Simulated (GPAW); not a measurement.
# A 8-layer slab of Cr(100) in an electric field, part 2 of 2

How does a 8-layer slab of Cr(100) screen a perpendicular field?

GPAW 26.7.0; GPAW, PAW setups; slab in vacuum, relaxation (the session's first sound run).

So far, dipole along the normal (e·Å): step 2 (relaxation) 3.4e-4; step 3 (plane waves, PBE) 4.1e-4; step 4 (field on) -0.128; step 5 (In a field) -0.0642.

## Step 8: In a field

Contents of run.py:

```python
import json
import numpy as np
from ase import Atoms
from gpaw import GPAW, PW
from gpaw.external import ConstantElectricField

slab = Atoms(
    ['Cr', 'Cr', 'Cr', 'Cr', 'Cr', 'Cr', 'Cr', 'Cr'],
    positions=[
        [1.44000, 1.44000, 8.00000],
        [0.00000, 0.00000, 9.44000],
        [1.44000, 1.44000, 10.88000],
        [0.00000, 0.00000, 12.32000],
        [1.44000, 1.44000, 13.76640],
        [0.00000, 0.00000, 15.18518],
        [1.44000, 1.44000, 16.67896],
        [0.00000, -0.00000, 18.03601]],
    cell=[[2.88, 0.0, 0.0], [0.0, 2.88, 0.0], [0.0, 0.0, 26.08]],
    pbc=[True, True, False],
    magmoms=[2.0, -2.0, 2.0, -2.0, 2.0, -2.0, 2.0, -2.0])

slab.calc = GPAW(mode=PW(400), xc='PBE', kpts={'size': (11, 11, 1), 'gamma': True},
                 occupations={'name': 'fermi-dirac', 'width': 0.1}, nbands='160%',
                 convergence={'density': 1e-05}, maxiter=200,
                 poissonsolver={'dipolelayer': 'xy'},
                 external=ConstantElectricField(0.1, [0, 0, 1]),
                 symmetry={'tolerance': 1e-3}, txt='slab.txt')
result = {}
energy = slab.get_potential_energy()
fermi = slab.calc.get_fermi_level()
v = slab.calc.get_electrostatic_potential().mean((0, 1)) - fermi
n = slab.calc.get_pseudo_density().mean((0, 1))
L = slab.cell[2, 2]
z = np.arange(len(v)) * L / len(v)
low, high = slab.positions[:, 2].min(), slab.positions[:, 2].max()
below, above = np.interp([low - 5.8, high + 5.8], z, v)
slopes = [np.interp(x, z, np.gradient(v, z)) for x in (low - 5.8, high + 5.8)]
eps = np.array([[slab.calc.get_eigenvalues(k, s) for k in range(len(slab.calc.get_ibz_k_points()))]
                for s in range(slab.calc.get_number_of_spins())]) - fermi
top, bottom = eps[eps < 0].max(), eps[eps > 0].min()
dipole = slab.get_dipole_moment()[2]
print(f'energy {energy:.4f} eV, Fermi level {fermi:.4f} eV, dipole {dipole:.5f} e A')
print(f'potential 5.8 A off the faces, from the Fermi level: lower {below:.4f} eV, upper {above:.4f} eV')
print(f'slope of the potential there: lower {slopes[0]:.5f}, upper {slopes[1]:.5f} eV/A')
print(f'nearest levels on the mesh: {top:.4f} and {bottom:.4f} eV')
print('magnetic moment', round(slab.get_magnetic_moment(), 3))
result.update(energy=energy, fermi=fermi, dipole=dipole, below=below, above=above, slopes=slopes, edges=[top, bottom],
              z=z.tolist(), v=v.tolist(), n=n.tolist(), positions=slab.positions.tolist(),
              forces=slab.get_forces(apply_constraint=False).tolist(), moments=slab.get_magnetic_moments().tolist())
json.dump(result, open('result.json', 'w'))
```

The run is started by

```
> OMP_NUM_THREADS=1 OPENBLAS_NUM_THREADS=1 python run.py
```

Output:

```text
energy -71.9565 eV, Fermi level 2.8423 eV, dipole 0.06270 e A
potential 5.8 A off the faces, from the Fermi level: lower 4.3918 eV, upper 3.0236 eV
slope of the potential there: lower -0.00048, upper 0.00040 eV/A
nearest levels on the mesh: -0.0027 and 0.0040 eV
magnetic moment 0.074
```

Wall time 80 min (1 thread of Arm Neoverse N1, shared host); peak memory 0.66 GiB.

The electrostatic potential energy of an electron (without an applied field's), less the Fermi level, planar mean oscillates, so the rows of the table below give means over windows of 1.46 Å about each position, cut where the curve ends. Its maxima inside the range that stand out by 2 % of the span (Å: eV): 1.4: 4.39, 8.8: -6.26, 10.1: -6.47, 11.6: -6.46, 13.0: -6.52, 14.5: -7.06, 16.0: -6.29, 17.3: -8.35. Its minima: 8.0: -14.5, 9.5: -15.0, 10.8: -15.1, 12.3: -15.3, 13.8: -15.5, 15.2: -15.4, 16.7: -15.9, 18.0: -15.7.

The electrostatic potential energy of an electron (without an applied field's), less the Fermi level, planar mean by z; means over each step:

| z (Å) | electrostatic potential energy of an electron (without an applied field's), less the Fermi level, planar mean (eV) |
| --- | --- |
| 0.73 | 4.30 |
| 2.19 | 4.39 |
| 3.65 | 4.39 |
| 5.11 | 4.30 |
| 6.57 | 2.35 |
| 8.03 | -9.53 |
| 9.49 | -10.5 |
| 10.95 | -10.5 |
| 12.41 | -10.6 |
| 13.87 | -10.9 |
| 15.33 | -10.8 |
| 16.79 | -11.5 |
| 18.25 | -9.73 |
| 19.71 | 1.91 |
| 21.17 | 2.98 |
| 22.63 | 3.02 |
| 24.09 | 3.02 |
| 25.55 | 3.08 |

The dipole is now 0.0627 e Å, against 4.1e-4 in the run without a field.

## Step 9: Field on

run.py: that of step 8 with these lines changed.

```diff
@@ -25,3 +25,3 @@
                  poissonsolver={'dipolelayer': 'xy'},
-                 external=ConstantElectricField(0.1, [0, 0, 1]),
+                 external=ConstantElectricField(0.2, [0, 0, 1]),
                  symmetry={'tolerance': 1e-3}, txt='slab.txt')
```

Output:

```text
energy -71.9659 eV, Fermi level 2.8388 eV, dipole 0.12618 e A
potential 5.8 A off the faces, from the Fermi level: lower 5.0925 eV, upper 2.3392 eV
slope of the potential there: lower -0.00055, upper 0.00034 eV/A
nearest levels on the mesh: -0.0024 and 0.0073 eV
magnetic moment 0.083
```

It took 1.5 h on 1 thread; peak memory 0.67 GiB.

The electrostatic potential energy of an electron (without an applied field's), less the Fermi level, planar mean oscillates, so the rows of the table below give means over windows of 1.46 Å about each position, cut where the curve ends. Its maxima inside the range that stand out by 2 % of the span (Å: eV): 1.6: 5.09, 8.8: -5.83, 10.1: -6.18, 11.6: -6.31, 13.0: -6.52, 14.5: -7.21, 16.0: -6.58, 17.3: -8.78. Its minima: 8.0: -14.0, 9.5: -14.6, 10.8: -14.9, 12.3: -15.2, 13.8: -15.5, 15.2: -15.6, 16.7: -16.3, 18.0: -16.2.

Table of electrostatic potential energy of an electron (without an applied field's), less the Fermi level, planar mean by z; means over each step:

| z (Å) | electrostatic potential energy of an electron (without an applied field's), less the Fermi level, planar mean (eV) |
| --- | --- |
| 0.73 | 4.92 |
| 2.19 | 5.09 |
| 3.65 | 5.09 |
| 5.11 | 4.99 |
| 6.57 | 2.99 |
| 8.03 | -9.03 |
| 9.49 | -10.1 |
| 10.95 | -10.3 |
| 12.41 | -10.6 |
| 13.87 | -11.0 |
| 15.33 | -11.0 |
| 16.79 | -11.9 |
| 18.25 | -10.3 |
| 19.71 | 1.26 |
| 21.17 | 2.30 |
| 22.63 | 2.34 |
| 24.09 | 2.34 |
| 25.55 | 2.46 |

The dipole is now 0.126 e Å, against 4.1e-4 in the run without a field.

## Step 10: In a field

run.py: that of step 9 with these lines changed.

```diff
@@ -25,3 +25,3 @@
                  poissonsolver={'dipolelayer': 'xy'},
-                 external=ConstantElectricField(0.2, [0, 0, 1]),
+                 external=ConstantElectricField(0.3, [0, 0, 1]),
                  symmetry={'tolerance': 1e-3}, txt='slab.txt')
```

Output:

```text
energy -71.9817 eV, Fermi level 2.8335 eV, dipole 0.18979 e A
potential 5.8 A off the faces, from the Fermi level: lower 5.7986 eV, upper 1.6574 eV
slope of the potential there: lower -0.00069, upper 0.00030 eV/A
nearest levels on the mesh: -0.0022 and 0.0075 eV
magnetic moment 0.093
```

Wall time 68 min (1 thread); peak memory 0.67 GiB.

The electrostatic potential energy of an electron (without an applied field's), less the Fermi level, planar mean oscillates, so the rows of the table below give means over windows of 1.46 Å about each position, cut where the curve ends. Its maxima inside the range that stand out by 2 % of the span (Å: eV): 1.6: 5.80, 8.8: -5.40, 10.1: -5.88, 11.6: -6.17, 13.0: -6.52, 14.5: -7.36, 16.0: -6.88, 17.3: -9.21. Its minima: 8.0: -13.5, 9.5: -14.3, 10.8: -14.7, 12.3: -15.1, 13.8: -15.6, 15.2: -15.9, 16.7: -16.7, 18.0: -16.7.

Table of electrostatic potential energy of an electron (without an applied field's), less the Fermi level, planar mean by z; means over each step:

| z (Å) | electrostatic potential energy of an electron (without an applied field's), less the Fermi level, planar mean (eV) |
| --- | --- |
| 0.73 | 5.53 |
| 2.19 | 5.80 |
| 3.65 | 5.79 |
| 5.11 | 5.68 |
| 6.57 | 3.63 |
| 8.03 | -8.53 |
| 9.49 | -9.76 |
| 10.95 | -10.1 |
| 12.41 | -10.5 |
| 13.87 | -11.1 |
| 15.33 | -11.3 |
| 16.79 | -12.3 |
| 18.25 | -10.8 |
| 19.71 | 0.619 |
| 21.17 | 1.62 |
| 22.63 | 1.66 |
| 24.09 | 1.66 |
| 25.55 | 1.83 |

The dipole is now 0.190 e Å, against 4.1e-4 in the run without a field.

## Step 11: The series

The members are put on one axis.

This step: induced dipole against applied field (GPAW 26.7.0).

The dipole along the normal by field:

| field (V/Å) | dipole along the normal (e·Å) |
| --- | --- |
| -0.200 | -0.128 |
| -0.100 | -0.0642 |
| -0.050 | -0.0324 |
| 0.000 | 4.1e-4 |
| 0.050 | 0.0310 |
| 0.100 | 0.0627 |
| 0.200 | 0.126 |
| 0.300 | 0.190 |

## Step 12: What came out

| Property | Result |
| --- | --- |
| work function, upper and lower face | 3.712 and 3.696 eV |
| dipole along the normal | 4.1e-4 e Å, near the numerical noise |
| induced dipole per field | 0.635 e Å per V/Å |
| out-of-plane polarisability per area, α/(ε0 A) | 13.8 Å |

What this shows: The field induces 0.635 e Å per V/Å, a polarisable thickness α/(ε0 A) of 13.8 Å beside 10.0 Å between the outermost nuclei. A perfect conductor would give the distance between its two image planes; a dielectric of thickness t gives t(1 - 1/ε). The measured value for polycrystalline Cr, which weights the faces of low work function, is 4.5 eV (as compiled in "Anisotropic work function of elemental crystals", 2019, arxiv:1902.07811); the relaxed upper face lies 0.79 eV under it with PBE. Measured work functions scatter by a tenth of an eV or more between methods. The induced dipole is linear in the field over this range. The small printed dipole stands for a step of -9.0 meV from the lower to the upper face, and the probes find 16 meV; values this small are near the numerical noise of both. One magnetic start was tried; another order may lie lower. The in-plane lattice was kept as typed, which isn't the functional's own and leaves some strain; spin-orbit coupling and temperature are left out.

[Logs are printed without paths, hosts, clocks, repeated set-up lines and the standing remarks that a program may print on its own settings, such as how far it seeks lower states.]

[Hosts, paths, dates, database ids (printed as entryN), source tags and the programs' standing remarks are cut or masked in the printed files.]
